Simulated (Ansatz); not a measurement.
**CdWO4 (P2/c): spin-orbit coupling beyond the local functionals**

Wanted: gaps of CdWO4 (P2/c) with and without spin-orbit coupling, with cost.

Method: density functionals with and without spin-orbit coupling, plane waves, PAW, in Ansatz 0.2.0.

**What was measured.**

- Gap 4.15 eV: direct gap from absorption edge with Urbach fit; optical absorption; 300 K; bulk crystal (thin cleaved platelet of Czochralski crystal, 10-30 um thick) (“Optical absorption of divalent metal tungstates: Correlation between the band-gap energy and the cation ionic radius”, 2008, arxiv:0807.2115).

## (1) The structure

The structure is monoclinic, space group P2/c (No. 13). Conventional cell: a = 5.040 Å, b = 5.870 Å, c = 5.084 Å, α = 90.00°, β = 91.48°, γ = 90.00°. Nearest to Cd lie 6 O at 2.20 to 2.43 Å. W has 6 O at 1.78 to 2.15 Å nearest. Nearest to O lie 2 W at 1.92 to 2.15 Å and 1 Cd at 2.20 Å. Nearest to O lie 1 W at 1.78 Å and 2 Cd at 2.28 to 2.43 Å. Farther neighbours and most contacts between anions are not listed.

The cell and positions come from the Crystallography Open Database and are kept as given unless a step says otherwise. Spin-orbit coupling is left out unless a step names it. The default PAW set here is soft_2. Its files were made with PBE.

## (2) HSE06, 2×2×2 mesh

This step: DFT, HSE06, plane waves, PAW.

Contents of input.yaml:

```yaml
crystal:
  lattice:
    - [5.04, 0.0, 0.0]
    - [0.0, 5.8701, 0.0]
    - [-0.1309573182, 0.0, 5.0824131071]
  atoms:
    - { symbol: Cd, position: [0.5, 0.69729, 0.25] }
    - { symbol: Cd, position: [0.5, 0.30271, 0.75] }
    - { symbol: W, position: [0.0, 0.17855, 0.25] }
    - { symbol: W, position: [0.0, 0.82145, 0.75] }
    - { symbol: O, position: [0.2018, 0.0955, 0.9504] }
    - { symbol: O, position: [0.7982, 0.0955, 0.5496] }
    - { symbol: O, position: [0.7982, 0.9045, 0.0496] }
    - { symbol: O, position: [0.2018, 0.9045, 0.4504] }
    - { symbol: O, position: [0.242, 0.3703, 0.3839] }
    - { symbol: O, position: [0.758, 0.3703, 0.1161] }
    - { symbol: O, position: [0.758, 0.6297, 0.6161] }
    - { symbol: O, position: [0.242, 0.6297, 0.8839] }
kpoints:
  mp_grid: { grid: [2, 2, 2] }
  band_path:
    path:
      - [0.0, 0.0, 0.0]
      - [0.0, 0.5, 0.0]
      - [0.0, 0.5, 0.5]
      - [0.0, 0.0, 0.5]
      - [-0.5, 0.0, 0.5]
      - [-0.5, 0.5, 0.5]
      - [-0.5, 0.5, 0.0]
      - [-0.5, 0.0, 0.0]
      - [0.1666666667, -0.5, -0.5]
      - [0.0, -0.5, 0.1666666667]
    npoints: 1
hamiltonian:
  xc: hse06
scf:
  occupations: { method: fixed }
  n_extra_bands: 8
output:
  eigenvalues: true
```

Launch:

```sh
ansatz run input.yaml --threads 24 --pin off --max-ram 82944MiB --backend cuda --events-out ev --progress --plain --runs-dir out --devices 1 --max-vram 78GiB
```

Numbers of over 12 decimals in the logs are rounded to 6 here.

What it wrote:

```text
scf.n_extra_bands = 8 over 58 filled bands (N_el = 116.0): the run solves 66 bands
exact exchange: scf.exx.singularity resolves to wigner_seitz, which cuts the screened interaction at the faces of the exchange supercell's Wigner-Seitz cell, so that each pair interacts once, at the shortest of its separations (the periodic images that this leaves out come, for a point-like exchange hole, to about 0.005 eV on a filled level). The cut falls within the interaction's reach, and what an exchange supercel [...]
GPUs: using 1 of 1 available (devices: 1).
Engine: ansatz 0.2.0, aarch64-unknown-linux-gnu
Pseudopotentials: kind: paw
Pseudopotential: Cd, paw, valence charge 20, recommended cutoff 420 eV (normal), Cd.paw.azcp
Pseudopotential: W, paw, valence charge 14, recommended cutoff 420 eV (normal), W.paw.azcp
Pseudopotential: O, paw, valence charge 6, recommended cutoff 420 eV (normal), O.paw.azcp
Functional definition: HSE06
  parameter a = 0.25
  parameter omega = 0.11/bohr
  exchange = pbe_x - a*pbe_x_sr(omega) + a*exact_x_sr(omega)
  correlation = pbe_c
davidson cushion auto → on  (no smearing: the cushion is to keep the highest requested band from converging to the state above it; pin scf.eigensolver.cushion to override)
[...]
Crystal: 12 atoms, lattice volume = 150.365 Å³
Basis set: ecut = 420 eV, 2943 PW (Γ)
Bands: 66, of which v1, the nominal top of the filled ones, is band 58 counted from 1 (57 counted from 0)
Symmetry: 4 space group operations
Space group: P2/c (ITA 13), of the structure as read, at distance tolerance 5.3e-5 Å
k-points: 8
Non-local potential: Cd, projectors of the file, l = 0: 3, l = 1: 2, l = 2: 2, l = 3: 1
Non-local potential: W, projectors of the file, l = 0: 3, l = 1: 2, l = 2: 2, l = 3: 1
Non-local potential: O, projectors of the file, l = 0: 2, l = 1: 2, l = 2: 1
PAW form: soft (Blöchl's): semilocal exchange-correlation on the pseudo side does not see the compensation charge
PAW frozen core: Cd, regenerated for the run's functional, and the local potential with it (the file was generated under x = pbe(κ = 0.804, μ = 0.219515), c = pbe(β = 0.066725))
PAW frozen core: W, regenerated for the run's functional, and the local potential with it (the file was generated under x = pbe(κ = 0.804, μ = 0.219515), c = pbe(β = 0.066725))
PAW frozen core: O, regenerated for the run's functional, and the local potential with it (the file was generated under x = pbe(κ = 0.804, μ = 0.219515), c = pbe(β = 0.066725))
PAW one-centre angular grid: Cd, 590 points (default); XC on 64 Gauss nodes
PAW one-centre angular grid: W, 590 points (default); XC on 64 Gauss nodes
PAW one-centre angular grid: O, 110 points (default); XC on 96 Gauss nodes
Initial density: superposition of atomic densities (neutral atoms: chi_scale 0, normalization atom), corrected by the library's trained network
Initial wavefunctions: pseudopotential atomic-orbital guess
[...]
Functional: x = pbe(κ = 0.804, μ = 0.219515), c = pbe(β = 0.066725), warm-up for x = pbe(κ = 0.804, μ = 0.219515) + 0.25 (exact − pbe) at short range (hse, ω = 0.207870 Å⁻¹), c = pbe(β = 0.066725); HSE06 as pw.x's `hse` composes it (authors' and Libxc's form: `xc: wpbeh`)
[...]
hybrid outer 1: dexx = +5.962e-2 eV, tail = 2.05e-4 eV
[...]
SCF iter   2: F=—  HF=-41827.669275 eV  |F-HF|=—  |Δ(HF+E_count)|=   4.75e-7  Δρ=4.00e-5  dr2=1.29e-6  ethr=3.07e-9  ⟨swp⟩=4.0  Hψ=1729  notcnv=0
SCF iter   3: F=—  HF=-41827.669279 eV  |F-HF|=—  |Δ(HF+E_count)|=   3.42e-6  Δρ=3.22e-5  dr2=1.54e-6  ethr=6.87e-10  ⟨swp⟩=5.5  Hψ=1607  notcnv=0  defer=7
iter 4 solved again at ethr=1.88e-11 eV; its pass at ethr=6.87e-10 eV (dr2=2.18e-8 eV) is discarded
SCF iter   4: F=-41827.669278 eV  HF=-41827.669278 eV  |F-HF|=2.06e-8  |Δ(HF+E_count)|=   3.61e-7  Δρ=4.51e-6  dr2=2.83e-8  ethr=1.88e-11  ⟨swp⟩=3.0  Hψ=2688  notcnv=0
SCF 3 converged in 4 iterations: F = -41827.669278 eV  dr2 = 2.83e-8
hybrid outer 2: dexx = +3.926e-6 eV, tail = 1.31e-7 eV, Δε = 3.07e-3 eV (about 9.02e-5 eV left of the loop's levels)
the search or the solves at the SCF's close seem to have found levels that the self-consistency loop had missed (the run counts 1). By its estimate they hold under 1e-12 electrons; where the run keeps them, the occupations were computed again with them
[...]
NSCF: frozen V_eff on 10 k-points
hybrid SCF converged: 2 outer / 11 inner (+5 warm-up), last move |dexx| = 3.93e-6 eV, tail = 1.31e-7 eV
Stability not checked: this state was not tested for a lower state beside it, because the functional holds exact exchange (a hybrid, or Hartree-Fock), whose exchange loop this test does not read (fock_operator; see scf.lower_state_search)
Free energy (F): -41827.669279 eV
Frozen-core exchange: fock
Harris-Foulkes:  -41827.669279 eV  (|F-HF|=2.06e-8)
Internal energy: -41827.669279 eV  (E = F + TS)
E sigma→0 (E₀):  -41827.669279 eV
Fermi energy:    8.019420 eV
--- Per-component energies (eV) ---
  E_band       = -1609.743913
  E_kinetic    = 3310.237333
  E_local      = -11307.989877  (includes V_loc(G=0)·N_el)
  E_nonlocal   = 446.361368
  E_hartree    = 4754.634047
  E_xc         = -1174.663294
  E_vxc        = -1321.422581  (∫ρ·V_xc dr)
  E_exx        = -412.221814  (= α·E_x^exact, valence–valence)
  E_paw        = -26452.360675  (= ΣΔE_a)
  E_vpaw       = -1421.768105  (= ΣTr[D̂ρ^β])
  E_aug_tail   = 0.019272  (compensation charges beyond the density's cutoff)
  E_ewald      = -10984.422672
  E_core_change = -7.262966  (= ΣΔE_core)
  E_smearing   = -0.000000  (= −TS)
  E_closure    = 0.000000  (closes the sum)
  Σ components = -41827.669279   (vs F -41827.669279, Δ=0.00e0)
--- Band table (eV; the first three rows and the last of 8) ---
  k-point 0: bands = [... 54 lower, 7.3299, 7.4673, 7.6595, 7.7929, 12.9451, 13.3852, 13.3927, 13.5337]
  k-point 1: bands = [... 54 lower, 7.4503, 7.4503, 7.9123, 7.9123, 13.0570, 13.0570, 13.4400, 13.4400]
  k-point 2: bands = [... 54 lower, 7.1566, 7.2888, 7.3962, 8.0194, 12.5562, 13.4201, 13.5070, 13.7648]
  k-point 7: bands = [... 54 lower, 7.1645, 7.1645, 7.5570, 7.5570, 13.2467, 13.2467, 13.5805, 13.5805]
```

It took 6.4 s on 1 × NVIDIA GB200 (shared by 2 runs) with 24 threads of Arm Neoverse V2, shared host; peak memory 1.4 GiB.

Numbers from this step:

```yaml
gap: 4.497 eV
valence_top_at: k = (0.167, -0.500, -0.500)
conduction_bottom_at: k = (0.000, -0.500, 0.167)
least_direct_gap: 4.537 eV
exact_exchange_fraction: 0.25
```

The gap is indirect, with the least direct gap 0.04 eV higher.

## (3) HSE06+SOC, 2×2×2 mesh

Spin-orbit coupling can split or shift the edges; a non-collinear run measures by how much.

This step: DFT, HSE06 with spin-orbit coupling, plane waves, PAW.

input.yaml: that of step 2 with these lines changed.

```diff
@@ -37,3 +37,6 @@
   occupations: { method: fixed }
-  n_extra_bands: 8
+  n_extra_bands: 16
+magnetization:
+  noncollinear: true
+  spin_orbit: true
 output:
```

What it wrote:

```text
[...]
GPUs: using 1 of 1 available (devices: 1).
[...]
non-collinear run that drives no moment, with spin-orbit: no starting moment large enough to seed its density (crystal.atoms[].spin), no starting occupations that ask for one, no magnetisation constraint and no magnetic field, so the semilocal B_xc is pinned to zero
[...]
Crystal: 12 atoms, lattice volume = 150.365 Å³
Basis set: ecut = 420 eV, 2943 PW (Γ)
Bands: 132, of which v1, the nominal top of the filled ones, is band 116 counted from 1 (115 counted from 0)
Symmetry: 4 space group operations + 4 with time reversal
[...]
k-points: 8
Projection manifold: j_resolved (fully-relativistic pseudo-atomic orbitals)
[...]
hybrid outer 1: dexx = +5.984e-2 eV, tail = 1.80e-4 eV
[...]
SCF 3 converged in 4 iterations: F = -41838.075413 eV  dr2 = 2.29e-8
[...]
```

Elapsed: 15 s, on 1 × NVIDIA GB200 (shared by 2 runs) with 24 threads; peak memory 2.1 GiB.

This step gave:

- gap: 4.479 eV
- valence top at: k = (0.167, -0.500, -0.500)
- conduction bottom at: k = (0.000, -0.500, 0.167)
- least direct gap: 4.523 eV
- exact-exchange fraction: 0.25

The gap stands −0.02 eV against HSE06.

## (4) Together

Times are wall times on 1 × NVIDIA GB200 (shared by 2 runs) with 24 threads of Arm Neoverse V2, shared host, good to a factor of about two.

```
level  gap (eV)  with coupling (eV)  change (eV)   time  with coupling
HSE06      4.50                4.48        −0.02  6.4 s           15 s
```

## (5) Outcome

| Quantity | Value |
| --- | --- |
| HSE06 | 4.50 eV |
| HSE06+SOC | 4.48 eV |

Spin-orbit coupling changes the gap by −0.02 eV and the least direct gap by −0.01 eV. Against experiment, by HSE06+SOC: the direct gap of 4.52 eV lies +0.37 eV from the measured 4.15 eV (direct, 300 K, 2008). An exciton line or allowed optical edge lies below the quasiparticle gap by the binding energy; a forbidden edge can push the onset above it. The lattice is static and excitons are left out.

[Paths, hosts, dates, memory and timing lines, banners, echoed tables and standing remarks are left out of the program output.]

[Logs are printed without paths, hosts, clocks, repeated set-up lines and the standing remarks that a program may print on its own settings, such as how far it seeks lower states.]

[Runs of the session that timed out or met a known fault of the program may be left out.]

[Cells called generated may have been cut or substituted from an entry of the Crystallography Open Database or the Materials Project.]

[Hosts, paths, dates, database ids (printed as entryN), source tags and the programs' standing remarks are cut or masked in the printed files.]
